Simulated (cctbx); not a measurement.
# KMn6Al: as given, inverted or twinned?

Space group Amm2 (no. 38), a = 4.7070 Å, b = 6.0630 Å, c = 10.4680 Å, α = 90.00°, β = 90.00°, γ = 90.00°.

| atom | mult. | x | y | z | Ueq (Å²) |
| --- | --- | --- | --- | --- | --- |
| Mn1 | 2 | 1/2 | 1/2 | 0.6658 | 0.0182 |
| Mn2 | 4 | 1/2 | 0.7549 | 0.9140 | 0.0231 |
| Mn3 | 2 | 0 | 1/2 | 0.8362 | 0.0197 |
| Mn4 | 4 | 0 | 0.7485 | 0.0883 | 0.0238 |
| K1 | 2 | 1/2 | 1/2 | 0.1674 | 0.0234 |
| Al1 | 2 | 0 | 1/2 | 0.3322 | 0.0282 |

The model is made up (kin elements in a known structure type, no relaxation), so it says nothing on whether the phase exists.

Data sets are simulated with cctbx and refined with Bijvoet mates kept apart; Flack x is then fitted as the share of an inverted twin with the atoms fixed, Hooft y from the Bijvoet differences. The group is acentric but holds improper operations, so there is an absolute structure (orientation) and no hand.

Untwinned crystal. What Flack and Hooft values should come out?

| λ (Å) | extinction (unmodelled) | d min (Å) | top counts | error (%) | model | R1 | Flack x | s.u. | Hooft y | s.u. | pairs |
| --- | --- | --- | --- | --- | --- | --- | --- | --- | --- | --- | --- |
| 0.71073 | 0 | 0.77 | 40000 | 3 | as given | 0.0205 | -0.33 | 0.18 | -0.122 | 0.198 | 193 |
| 0.71073 | 0 | 0.77 | 40000 | 3 | inverted | 0.0216 | 1.40 | 0.2 | 1.129 | 0.258 | 193 |
| 1.54184 | 0 | 0.83 | 70000 | 1.5 | as given | 0.0090 | -0.018 | 0.007 | -0.016 | 0.014 | 160 |

With Mo Kα, the s.u. is too large to fix the absolute structure. With Cu Kα, x is within 3 s.u. of 0, so the absolute structure is right. Inverting the model turns x into about 1 − x.
